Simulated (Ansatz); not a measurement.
# Phonons of SiC (P6_3mc) against volume

Wanted: Grüneisen parameters and pressure coefficients of the modes of SiC (P6_3mc).

Calculated with Ansatz 0.2.0; DFT LDA, scalar-relativistic, plane waves, PAW; PAW set soft_1.

### Step 1. The structure

The structure is hexagonal, space group P6_3mc (No. 186). The conventional cell has a = 3.076 Å, b = 3.076 Å, c = 10.071 Å, α = 90.00°, β = 90.00°, γ = 120.00°. C has 4 Si at 1.88 to 1.89 Å nearest. Nearest to C lie 4 Si at 1.88 to 1.89 Å. Nearest to Si lie 4 C at 1.88 to 1.89 Å. Nearest to Si lie 4 C at 1.88 to 1.89 Å. Farther neighbours are not listed.

### Step 2. Relaxation

Harmonic phonons are second derivatives at a point where the forces vanish, and they are wanted at zero stress, so atoms and cell are relaxed first.

File input.yaml:

```yaml
crystal:
  lattice:
    - [3.0756941497, 0.0, 0.0]
    - [-1.5378470748, 2.6636292679, 0.0]
    - [0.0, 0.0, 10.07064648]
  atoms:
    - { symbol: C, position: [0.66666667, 0.33333333, 0.74980259] }
    - { symbol: C, position: [0.33333333, 0.66666667, 0.24980259] }
    - { symbol: C, position: [0.0, 0.0, 0.50046005] }
    - { symbol: C, position: [0.0, 0.0, 0.00046005] }
    - { symbol: Si, position: [0.66666667, 0.33333333, 0.93784198] }
    - { symbol: Si, position: [0.33333333, 0.66666667, 0.43784198] }
    - { symbol: Si, position: [0.0, 0.0, 0.68789438] }
    - { symbol: Si, position: [0.0, 0.0, 0.18789438] }
kpoints:
  mp_grid: { grid: [9, 9, 4] }
hamiltonian:
  xc: lda
  pseudopotentials: { kind: paw, azcp: { folder: soft_1 }, xc_functional: pbe }
scf:
  occupations: { method: gaussian, width: 0.02 }
output:
  forces: true
  stress: true
  eigenvalues: true
  write_density: true
  write_potential: true
  elf: true
  volumetric_format: npy
relax:
  adjacent_minimum: "off"
  f_tol: 0.005
  max_steps: 80
  cell: { stress_tol: 0.05 }
```

On the command line:

```
$ ansatz run input.yaml --threads 8 --pin off --max-ram 16384MiB --backend cpu --events-out ev --progress --plain --runs-dir out
```

Numbers of over 12 decimals in the logs are rounded to 6 here.

Log:

```text
Engine: ansatz 0.2.0, aarch64-unknown-linux-gnu
Pseudopotentials: kind: paw
Pseudopotential: C, paw, valence charge 4, recommended cutoff 420 eV (normal), soft_1/C.paw.azcp
Pseudopotential: Si, paw, valence charge 4, recommended cutoff 420 eV (normal), soft_1/Si.paw.azcp
Functional definition: SPW92
  exchange = slater_x
  correlation = pw_c
Crystal: 8 atoms, lattice volume = 82.504 Å³
Basis set: ecut = 420 eV, 1605 PW (Γ)
Bands: 24, of which v1, the nominal top of the filled ones, is band 16 counted from 1 (15 counted from 0)
Symmetry: 12 space group operations
Space group: P63mc (ITA 186), of the structure as read, at distance tolerance 4.4e-5 Å
k-points: 36 of 324 (time reversal used)
Non-local potential: C, projectors of the file, l = 0: 2, l = 1: 2, l = 2: 1
Non-local potential: Si, projectors of the file, l = 0: 2, l = 1: 2, l = 2: 1
PAW form: soft (Blöchl's): semilocal exchange-correlation on the pseudo side does not see the compensation charge
PAW frozen core: C, regenerated for the run's functional, and the local potential with it (the file was generated under x = pbe(κ = 0.804, μ = 0.219515), c = pbe(β = 0.066725))
PAW frozen core: Si, regenerated for the run's functional, and the local potential with it (the file was generated under x = pbe(κ = 0.804, μ = 0.219515), c = pbe(β = 0.066725))
PAW one-centre angular grid: C, 110 points (default); XC on 64 Gauss nodes
PAW one-centre angular grid: Si, 110 points (default); XC on 64 Gauss nodes
Initial density: superposition of atomic densities (chi_scale 0.1, normalization cell, long waves kept (reshape's long-wave potential 0.00 eV rms))
Initial wavefunctions: pseudopotential atomic-orbital guess
Functional: x = slater, c = lda
SCF iter   1: F=—  HF=-3415.000507 eV  |F-HF|=—  |Δ(HF+E_count)|=         —  Δρ=1.38e-1  dr2=1.91e1  ethr=3.10e-3  ⟨swp⟩=6.5  Hψ=4900  notcnv=0
preconditioner: auto → none  [insulator: Δε(μ)=4.153 eV  Ē_g=12.756 eV  σ=0.020 eV  W_gap=1.00  n_scr=6 (ndim 8)  ℏωp=23.1 eV  f_vac=0.000  D(μ)=0.00/eV (n_scr^D=0)  ε∞_Penn≈4.3]
SCF iter   2: F=—  HF=-3408.975567 eV  |F-HF|=—  |Δ(HF+E_count)|=    6.02e0  Δρ=3.32e-2  dr2=6.24e-1  ethr=3.10e-3  ⟨swp⟩=4.2  Hψ=2271  notcnv=0  defer=108
SCF iter   3: F=—  HF=-3408.823748 eV  |F-HF|=—  |Δ(HF+E_count)|=   1.52e-1  Δρ=1.17e-2  dr2=5.78e-2  ethr=1.95e-3  ⟨swp⟩=2.7  Hψ=1442  notcnv=0  defer=107
SCF iter   4: F=—  HF=-3408.814267 eV  |F-HF|=—  |Δ(HF+E_count)|=   9.48e-3  Δρ=1.13e-3  dr2=3.14e-3  ethr=1.81e-4  ⟨swp⟩=3.0  Hψ=1428  notcnv=0  defer=107
SCF iter   5: F=—  HF=-3408.813480 eV  |F-HF|=—  |Δ(HF+E_count)|=   7.87e-4  Δρ=3.47e-4  dr2=1.44e-4  ethr=9.82e-6  ⟨swp⟩=2.1  Hψ=1338  notcnv=0  defer=107
SCF iter   6: F=—  HF=-3408.813463 eV  |F-HF|=—  |Δ(HF+E_count)|=   1.69e-5  Δρ=8.55e-5  dr2=5.15e-6  ethr=4.50e-7  ⟨swp⟩=2.0  Hψ=1179  notcnv=0  defer=107
SCF iter   7: F=—  HF=-3408.813462 eV  |F-HF|=—  |Δ(HF+E_count)|=   1.42e-6  Δρ=1.99e-5  dr2=1.79e-7  ethr=1.61e-8  ⟨swp⟩=2.3  Hψ=1308  notcnv=0  defer=107
SCF iter   8: F=-3408.813462 eV  HF=-3408.813462 eV  |F-HF|=2.09e-10  |Δ(HF+E_count)|=   1.26e-8  Δρ=2.76e-6  dr2=3.34e-9  ethr=3.13e-10  ⟨swp⟩=17.4  Hψ=7196  notcnv=0
SCF 1 converged in 8 iterations: F = -3408.813462 eV  dr2 = 3.34e-9
  greatest PAW one-centre occupation: 0.640 electrons in one spin orbital (limit 2), on the C atom at site 1 (counted from 0), in its partial waves of l = 0
relax step   1: F+E_penalty+E_count = -3408.81346203 eV  Δ(F+E_penalty+E_count) = +0.000e0 eV  max|allowed force component| = 3.898e-3 eV/Å  Δτ_max = 0.0000 Å  P = -3.798 GPa  Ω = 82.504 Å³  (8 SCF iters, dr2 threshold 1.00e-7 eV, accepted)
Crystal: 8 atoms, lattice volume = 81.753 Å³
Basis set: ecut = 420 eV, 1593 PW (Γ)
Initial density: handed on by an earlier stage of this run
Initial wavefunctions: those handed on with the density
iter 1 solved again at ethr=1.96e-5 eV; its pass at ethr=3.10e-3 eV (dr2=6.28e-3 eV) is discarded
SCF iter   1: F=—  HF=-3408.829371 eV  |F-HF|=—  |Δ(HF+E_count)|=         —  Δρ=2.32e-3  dr2=5.47e-3  ethr=1.96e-5  ⟨swp⟩=2.4  Hψ=4714  notcnv=0
preconditioner: auto → none  [insulator: Δε(μ)=2.322 eV  Ē_g=11.936 eV  σ=0.020 eV  W_gap=1.00  n_scr=6 (ndim 8)  ℏωp=23.2 eV  f_vac=0.000  D(μ)=0.00/eV (n_scr^D=0)  ε∞_Penn≈4.8]
SCF iter   2: F=—  HF=-3408.827557 eV  |F-HF|=—  |Δ(HF+E_count)|=   1.81e-3  Δρ=3.68e-4  dr2=1.26e-4  ethr=1.71e-5  ⟨swp⟩=2.4  Hψ=1604  notcnv=0
SCF iter   3: F=—  HF=-3408.827511 eV  |F-HF|=—  |Δ(HF+E_count)|=   4.68e-5  Δρ=1.15e-4  dr2=8.07e-6  ethr=3.93e-7  ⟨swp⟩=2.7  Hψ=1460  notcnv=0
iter 4 did not close the SCF: its close was put off for the readings that it lacked (scf_convergence_deferred on its scf_iter line)
SCF iter   4: F=-3408.827507 eV  HF=-3408.827507 eV  |F-HF|=2.50e-7  |Δ(HF+E_count)|=   3.80e-6  Δρ=1.49e-5  dr2=3.19e-7  ethr=2.52e-8  ⟨swp⟩=2.1  Hψ=1448  notcnv=0
iter 5 did not close the SCF: its close was put off for the readings that it lacked (scf_convergence_deferred on its scf_iter line)
SCF iter   5: F=-3408.827507 eV  HF=-3408.827507 eV  |F-HF|=5.46e-8  |Δ(HF+E_count)|=   6.54e-8  Δρ=5.34e-6  dr2=6.54e-8  ethr=9.98e-10  ⟨swp⟩=2.1  Hψ=1238  notcnv=0
SCF iter   6: F=-3408.827507 eV  HF=-3408.827507 eV  |F-HF|=6.36e-10  |Δ(HF+E_count)|=   1.68e-8  Δρ=1.55e-6  dr2=1.42e-9  ethr=2.04e-10  ⟨swp⟩=6.9  Hψ=5112  notcnv=0
SCF 2 converged in 6 iterations: F = -3408.827507 eV  dr2 = 1.42e-9
  greatest PAW one-centre occupation: 0.641 electrons in one spin orbital (limit 2), on the C atom at site 1 (counted from 0), in its partial waves of l = 0
relax step   2: F+E_penalty+E_count = -3408.82750678 eV  Δ(F+E_penalty+E_count) = -1.404e-2 eV  max|allowed force component| = 7.344e-4 eV/Å  Δτ_max = 0.0001 Å  P = -1.770 GPa  Ω = 81.753 Å³  energy of the carried Pulay correction = +9.509e-4 eV  (6 SCF iters, dr2 threshold 8.00e-7 eV, accepted)
Crystal: 8 atoms, lattice volume = 81.107 Å³
Basis set: ecut = 420 eV, 1569 PW (Γ)
iter 1 solved again at ethr=1.48e-5 eV; its pass at ethr=3.10e-3 eV (dr2=4.73e-3 eV) is discarded
SCF iter   1: F=—  HF=-3408.833242 eV  |F-HF|=—  |Δ(HF+E_count)|=         —  Δρ=2.03e-3  dr2=4.12e-3  ethr=1.48e-5  ⟨swp⟩=2.5  Hψ=4696  notcnv=0
preconditioner: auto → none  [insulator: Δε(μ)=2.322 eV  Ē_g=11.992 eV  σ=0.020 eV  W_gap=1.00  n_scr=6 (ndim 8)  ℏωp=23.3 eV  f_vac=0.000  D(μ)=0.00/eV (n_scr^D=0)  ε∞_Penn≈4.8]
SCF iter   2: F=—  HF=-3408.831867 eV  |F-HF|=—  |Δ(HF+E_count)|=   1.37e-3  Δρ=3.22e-4  dr2=9.59e-5  ethr=1.29e-5  ⟨swp⟩=2.2  Hψ=1536  notcnv=0
SCF iter   3: F=—  HF=-3408.831832 eV  |F-HF|=—  |Δ(HF+E_count)|=   3.52e-5  Δρ=1.00e-4  dr2=6.01e-6  ethr=3.00e-7  ⟨swp⟩=2.7  Hψ=1443  notcnv=0
iter 4 did not close the SCF: its close was put off for the readings that it lacked (scf_convergence_deferred on its scf_iter line)
SCF iter   4: F=-3408.831829 eV  HF=-3408.831829 eV  |F-HF|=1.97e-7  |Δ(HF+E_count)|=   2.88e-6  Δρ=1.31e-5  dr2=2.50e-7  ethr=1.88e-8  ⟨swp⟩=2.1  Hψ=1449  notcnv=0
iter 5 did not close the SCF: its close was put off for the readings that it lacked (scf_convergence_deferred on its scf_iter line)
SCF iter   5: F=-3408.831829 eV  HF=-3408.831829 eV  |F-HF|=4.13e-8  |Δ(HF+E_count)|=   5.25e-8  Δρ=4.68e-6  dr2=4.96e-8  ethr=7.82e-10  ⟨swp⟩=2.1  Hψ=1246  notcnv=0
SCF iter   6: F=-3408.831829 eV  HF=-3408.831829 eV  |F-HF|=4.77e-10  |Δ(HF+E_count)|=   1.27e-8  Δρ=1.36e-6  dr2=1.07e-9  ethr=1.55e-10  ⟨swp⟩=7.0  Hψ=5168  notcnv=0
SCF 3 converged in 6 iterations: F = -3408.831829 eV  dr2 = 1.07e-9
  greatest PAW one-centre occupation: 0.642 electrons in one spin orbital (limit 2), on the C atom at site 1 (counted from 0), in its partial waves of l = 0
relax step   3: F+E_penalty+E_count = -3408.83182895 eV  Δ(F+E_penalty+E_count) = -4.322e-3 eV  max|allowed force component| = 1.246e-3 eV/Å  Δτ_max = 0.0001 Å  P = +0.044 GPa  Ω = 81.107 Å³  energy of the carried Pulay correction = +1.774e-3 eV  (6 SCF iters, dr2 threshold 8.00e-7 eV, accepted)
[...]
relax step   4: F+E_penalty+E_count = -3408.83181188 eV  Δ(F+E_penalty+E_count) = +1.707e-5 eV  max|allowed force component| = 3.649e-4 eV/Å  Δτ_max = 0.0001 Å  P = -0.000 GPa  Ω = 81.123 Å³  energy of the carried Pulay correction = +1.755e-3 eV  (6 SCF iters, accepted)
Initial wavefunctions: pseudopotential atomic-orbital guess (no wavefunctions were taken with the density)
iter 1 solved again at ethr=5.98e-8 eV; its pass at ethr=3.10e-3 eV (dr2=1.91e-5 eV) is discarded
SCF iter   1: F=—  HF=-3408.830101 eV  |F-HF|=—  |Δ(HF+E_count)|=         —  Δρ=5.32e-5  dr2=2.88e-7  ethr=5.98e-8  ⟨swp⟩=4.2  Hψ=8190  notcnv=0
preconditioner: auto → none  [insulator: Δε(μ)=2.297 eV  Ē_g=11.979 eV  σ=0.020 eV  W_gap=1.00  n_scr=6 (ndim 8)  ℏωp=23.3 eV  f_vac=0.000  D(μ)=0.00/eV (n_scr^D=0)  ε∞_Penn≈4.8]
SCF iter   2: F=—  HF=-3408.830101 eV  |F-HF|=—  |Δ(HF+E_count)|=   1.19e-7  Δρ=2.62e-5  dr2=6.09e-8  ethr=9.00e-10  ⟨swp⟩=2.2  Hψ=1345  notcnv=0
SCF iter   3: F=—  HF=-3408.830101 eV  |F-HF|=—  |Δ(HF+E_count)|=   8.65e-8  Δρ=2.79e-6  dr2=1.55e-9  ethr=1.90e-10  ⟨swp⟩=1.3  Hψ=1022  notcnv=0
iter 4 did not close the SCF: its close was put off for the readings that it lacked (scf_convergence_deferred on its scf_iter line)
SCF iter   4: F=-3408.830101 eV  HF=-3408.830101 eV  |F-HF|=1.00e-11  |Δ(HF+E_count)|=  7.07e-10  Δρ=2.79e-7  dr2=2.69e-11  ethr=4.84e-12  ⟨swp⟩=2.0  Hψ=1399  notcnv=0
iter 5 did not close the SCF: its close was put off for the readings that it lacked (scf_convergence_deferred on its scf_iter line)
SCF iter   5: F=-3408.830101 eV  HF=-3408.830101 eV  |F-HF|=3.64e-12  |Δ(HF+E_count)|=  9.09e-13  Δρ=5.89e-8  dr2=5.04e-12  ethr=1.00e-12  ⟨swp⟩=1.0  Hψ=864  notcnv=0
iter 6 did not close the SCF: its close was put off for the readings that it lacked (scf_convergence_deferred on its scf_iter line)
SCF iter   6: F=-3408.830101 eV  HF=-3408.830101 eV  |F-HF|=4.55e-13  |Δ(HF+E_count)|=  1.36e-12  Δρ=1.43e-8  dr2=4.14e-13  ethr=1.00e-12  ⟨swp⟩=1.0  Hψ=864  notcnv=0
iter 7 did not close the SCF: its close was put off for the readings that it lacked (scf_convergence_deferred on its scf_iter line)
SCF iter   7: F=-3408.830101 eV  HF=-3408.830101 eV  |F-HF|=1.82e-12  |Δ(HF+E_count)|=  1.36e-12  Δρ=4.64e-9  dr2=1.47e-14  ethr=1.00e-12  ⟨swp⟩=1.0  Hψ=864  notcnv=0
SCF iter   8: F=-3408.830101 eV  HF=-3408.830101 eV  |F-HF|=9.09e-13  |Δ(HF+E_count)|=  1.36e-12  Δρ=2.65e-9  dr2=7.64e-15  ethr=1.00e-12  ⟨swp⟩=3.6  Hψ=3021  notcnv=0
SCF 5 converged in 8 iterations: F = -3408.830101 eV  dr2 = 7.64e-15
relax step   5: F+E_penalty+E_count = -3408.83010118 eV  Δ(F+E_penalty+E_count) = +1.711e-3 eV  max|allowed force component| = 3.763e-4 eV/Å  Δτ_max = 0.0000 Å  P = -0.035 GPa  Ω = 81.123 Å³  stress off target by 4.16e-2 GPa  SCF on the basis re-selected at this cell (its energy is not comparable with the rows above)  (8 SCF iters)
basis re-selected at this cell: Δ(F+E_penalty+E_count) = +1.711e-3 eV, ΔP = -0.034 GPa vs the last step (what re-selecting the basis moved, of the pressure what is left beyond the Pulay correction that the steps carried, after the strain that the cell walked since its last selection, with what the two solves' SCF thresholds leave and, on support functions, any second-order correction that the steps lacked; it is no m [...]
SCF converged after 8 iterations
Free energy (F): -3408.830101 eV
Harris-Foulkes:  -3408.830101 eV  (|F-HF|=9.09e-13)
Internal energy: -3408.830101 eV  (E = F + TS)
E sigma→0 (E₀):  -3408.830101 eV
Fermi energy:    10.715026 eV
--- Per-component energies (eV) ---
  E_band       = 114.540649
  E_kinetic    = 537.343783
  E_local      = -384.982218  (includes V_loc(G=0)·N_el)
  E_nonlocal   = 189.537355
  E_hartree    = 126.162467
  E_xc         = -420.918304
  E_vxc        = -436.602206  (∫ρ·V_xc dr)
  E_paw        = -2310.611639  (= ΣΔE_a)
  E_vpaw       = -43.081189  (= ΣTr[D̂ρ^β])
  E_aug_tail   = 0.000190  (compensation charges beyond the density's cutoff)
  E_ewald      = -1145.950388
  E_core_change = 0.588653  (= ΣΔE_core)
  E_smearing   = -0.000000  (= −TS)
  E_closure    = 0.000000  (closes the sum)
  Σ components = -3408.830101   (vs F -3408.830101, Δ=0.00e0)
--- Forces (eV/Å), atoms counted from 1 ---
  atom   1  C      0.00000000     0.00000000     0.00005556
  atom   2  C     -0.00000000    -0.00000000     0.00005556
  atom   3  C      0.00000000     0.00000000     0.00026570
  atom   4  C      0.00000000    -0.00000000     0.00026570
  atom   5  Si    -0.00000000     0.00000000    -0.00037982
  atom   6  Si     0.00000000    -0.00000000    -0.00037982
  atom   7  Si     0.00000000    -0.00000000     0.00004441
  atom   8  Si     0.00000000     0.00000000     0.00004441
  max |Σ_I F_I| component: 2.83e-5 eV/Å
--- Stress (GPa, compression-positive) ---
       -0.041552      -0.000000      -0.000000
       -0.000000      -0.041552      -0.000000
       -0.000000      -0.000000      -0.020693
  P = ⅓ Tr σ = -0.0346 GPa (-0.346 kbar)
--- Band table (eV; the first three rows and the last of 36) ---
  k-point 0: bands = [... 12 lower, 8.9778, 9.5147, 9.5666, 9.5666, 14.7759, 15.3459, 15.9855, 16.0954, ... 4 higher]
  k-point 1: bands = [... 12 lower, 9.1495, 9.1495, 9.5106, 9.5106, 14.8288, 15.1993, 16.1722, 16.3510, ... 4 higher]
  k-point 2: bands = [... 12 lower, 9.3584, 9.3584, 9.3584, 9.3584, 14.9805, 14.9805, 16.4636, 16.4636, ... 4 higher]
  k-point 35: bands = [... 12 lower, 6.7843, 6.7843, 7.0798, 7.0798, 12.7274, 12.7274, 16.2398, 16.2398, ... 4 higher]
--- Relaxed structure (4 steps of the walk, 4 accepted, 1 SCFs on fresh bases) ---
  F+E_penalty+E_count = -3408.83010118 eV   max|allowed force component| = 3.763e-4 eV/Å   (the final SCF, on the basis selected at the relaxed cell)
  cell:  # Å, volume = 81.1228 Å³
    - [3.058696, -2.8707947014996924e-11, -1.7311713512539686e-18]
    - [-1.529348, 2.648909, 9.652853201837665e-19]
    - [-5.668318703441133e-18, 3.7694430180374137e-19, 10.012429]
  atoms:
    - { symbol: C, position: [0.666667, 0.333333, 0.749806] }
    - { symbol: C, position: [0.333333, 0.666667, 0.249806] }
    - { symbol: C, position: [0, 0, 0.500446] }
    - { symbol: C, position: [0, 0, 0.000445853] }
    - { symbol: Si, position: [0.666667, 0.333333, 0.937845] }
    - { symbol: Si, position: [0.333333, 0.666667, 0.437845] }
    - { symbol: Si, position: [0, 0, 0.687903] }
    - { symbol: Si, position: [0, 0, 0.187903] }
```

The job ended after 7 s (8 threads of Arm Neoverse V1, shared host; peak memory 0.42 GiB).

The steps of the relaxation:

```csv
step,energy less that of the first step (eV),largest force component (eV/Å),pressure (GPa),volume (Å³)
1,0.0000,0.0039,-3.80,82.50
2,-0.0140,0.0007,-1.77,81.75
3,-0.0184,0.0012,0.04,81.11
4,-0.0183,0.0004,0.00,81.12
5*,-0.0166,0.0004,-0.03,81.12
```

Relaxation steps marked * repeat the geometry before them on a plane-wave basis chosen anew for their cell, so energy and pressure can jump there.

Forces are held to the 12 operations that the run works with; a distortion that breaks them can't arise in this run.

```csv
"conventional cell, symmetrised",before,after,change
a (Å),3.076,3.059,-0.6 %
b (Å),3.076,3.059,-0.6 %
c (Å),10.071,10.012,-0.6 %
volume (Å³/atom),10.31,10.14,-1.7 %
```

This step gave:

- pressure: -0.03460 GPa
- gap on the k-mesh: 2.297 eV
- volume per atom: 10.14 Å³

ELF in the ac plane at fractional y = 0.000, with atoms of C and Si within 0.2 Å of it. It is the smooth field of the valence electrons, not physical close to the nuclei.

Values, 24 rows by 16 columns, each cell a mean:
```
0.24 0.37 0.65 0.82 0.85 0.83 0.71 0.49 0.37 0.49 0.71 0.83 0.85 0.82 0.65 0.37
0.63 0.66 0.71 0.74 0.74 0.69 0.56 0.38 0.30 0.38 0.56 0.69 0.74 0.74 0.71 0.66
0.33 0.33 0.33 0.34 0.34 0.33 0.32 0.30 0.29 0.30 0.32 0.33 0.34 0.34 0.33 0.33
0.07 0.08 0.09 0.12 0.17 0.25 0.34 0.42 0.45 0.42 0.34 0.25 0.17 0.12 0.09 0.08
0.15 0.17 0.23 0.30 0.38 0.45 0.51 0.54 0.55 0.54 0.51 0.45 0.38 0.30 0.23 0.17
0.20 0.26 0.41 0.59 0.68 0.70 0.69 0.66 0.64 0.66 0.69 0.70 0.68 0.59 0.41 0.26
0.25 0.25 0.36 0.60 0.77 0.81 0.78 0.72 0.70 0.72 0.78 0.81 0.77 0.60 0.36 0.25
0.39 0.30 0.24 0.36 0.56 0.66 0.65 0.60 0.57 0.60 0.65 0.66 0.56 0.36 0.24 0.30
0.59 0.56 0.49 0.43 0.39 0.33 0.27 0.22 0.21 0.22 0.27 0.33 0.39 0.43 0.49 0.56
0.92 0.90 0.86 0.75 0.56 0.34 0.17 0.09 0.07 0.09 0.17 0.34 0.56 0.75 0.86 0.90
0.70 0.73 0.76 0.76 0.68 0.54 0.34 0.18 0.13 0.18 0.34 0.54 0.68 0.76 0.76 0.73
0.07 0.16 0.49 0.73 0.78 0.74 0.59 0.39 0.29 0.39 0.59 0.74 0.78 0.73 0.49 0.16
0.25 0.37 0.64 0.81 0.85 0.83 0.70 0.48 0.37 0.48 0.70 0.83 0.85 0.81 0.64 0.37
0.62 0.65 0.71 0.74 0.74 0.69 0.56 0.38 0.30 0.38 0.56 0.69 0.74 0.74 0.71 0.65
0.33 0.33 0.33 0.34 0.34 0.33 0.32 0.30 0.29 0.30 0.32 0.33 0.34 0.34 0.33 0.33
0.07 0.07 0.09 0.11 0.16 0.24 0.34 0.42 0.45 0.42 0.34 0.24 0.16 0.11 0.09 0.07
0.15 0.17 0.23 0.30 0.38 0.46 0.51 0.54 0.55 0.54 0.51 0.46 0.38 0.30 0.23 0.17
0.21 0.26 0.42 0.59 0.68 0.71 0.69 0.66 0.64 0.66 0.69 0.71 0.69 0.59 0.41 0.26
0.25 0.25 0.35 0.59 0.77 0.81 0.78 0.72 0.70 0.72 0.77 0.81 0.77 0.59 0.35 0.25
0.39 0.30 0.24 0.37 0.56 0.65 0.64 0.59 0.56 0.59 0.64 0.65 0.56 0.37 0.24 0.30
0.59 0.56 0.49 0.43 0.39 0.35 0.28 0.23 0.22 0.23 0.28 0.35 0.39 0.43 0.49 0.56
0.91 0.90 0.85 0.74 0.56 0.34 0.17 0.09 0.07 0.09 0.17 0.34 0.56 0.74 0.85 0.90
0.72 0.74 0.77 0.76 0.68 0.54 0.34 0.18 0.13 0.18 0.34 0.54 0.68 0.76 0.77 0.74
0.06 0.14 0.47 0.73 0.78 0.74 0.59 0.39 0.29 0.39 0.59 0.74 0.78 0.73 0.47 0.14
```
Columns run along a (3.1 Å), rows up along c (10.0 Å). Atoms in or near the plane, at fractional coordinates: C at (0.00, 0.50), C at (0.00, 0.00), Si at (0.00, 0.69), Si at (0.00, 0.19).

Electrostatic potential energy in the ac plane at fractional y = 0.000, with atoms of C and Si within 0.2 Å of it. With pseudopotentials it is smooth inside the atoms' cores, unlike the true potential.

Ten even steps from '0' (-38 eV) to '9' (12 eV), each cell a mean:
```
0026888777888620
7789988777889987
9999998888899999
9999999999999999
8899999999999998
4457899999998754
5423689999986324
8632489999984236
2234789999987432
6778999999999877
3358999999999853
0004899999998400
0026888778888620
7789988777889987
9999998888899999
9999999999999999
8899999999999998
4457899999998754
5423689999986324
8632589999985236
3334789999987433
6778999999999877
3358999999999853
0004899999998400
```
Columns run along a (3.1 Å; values clipped at the 3rd and 97th percentile), rows up along c (10.0 Å). Atoms in or near the plane, at fractional coordinates: C at (0.00, 0.50), C at (0.00, 0.00), Si at (0.00, 0.69), Si at (0.00, 0.19).

Valence density in the ac plane at fractional y = 0.000, with atoms of C and Si within 0.2 Å of it. It is the smooth field of the valence electrons, not physical close to the nuclei.

Ten even steps from '0' (0.1 e/Å³) to '9' (1.7 e/Å³), each cell a mean:
```
9986432111234689
4433211111112334
0000000000000000
0000000000000000
0000011111110000
0111122222221111
0012222222222210
0001111111111100
2111100000001111
4432100000001234
8864210000012468
9996421101124699
9986422111224689
4433211111112334
0000000000000000
0000000000000000
0000011111110000
0111122222221111
0012222222222210
0001111111111100
2111100000001111
4432100000001234
9864210000012468
9996421101124699
```
Columns run along a (3.1 Å), rows up along c (10.0 Å). Atoms in or near the plane, at fractional coordinates: C at (0.00, 0.50), C at (0.00, 0.00), Si at (0.00, 0.69), Si at (0.00, 0.19).

In this step the volume went from 10.31 to 10.14 Å³/atom.

[end of part 1 of 3]

[Logs are printed without paths, hosts, clocks, repeated set-up lines and the standing remarks that a program may print on its own settings, such as how far it seeks lower states.]

[Hosts, paths, dates, database ids (printed as entryN), source tags and the programs' standing remarks are cut or masked in the printed files.]
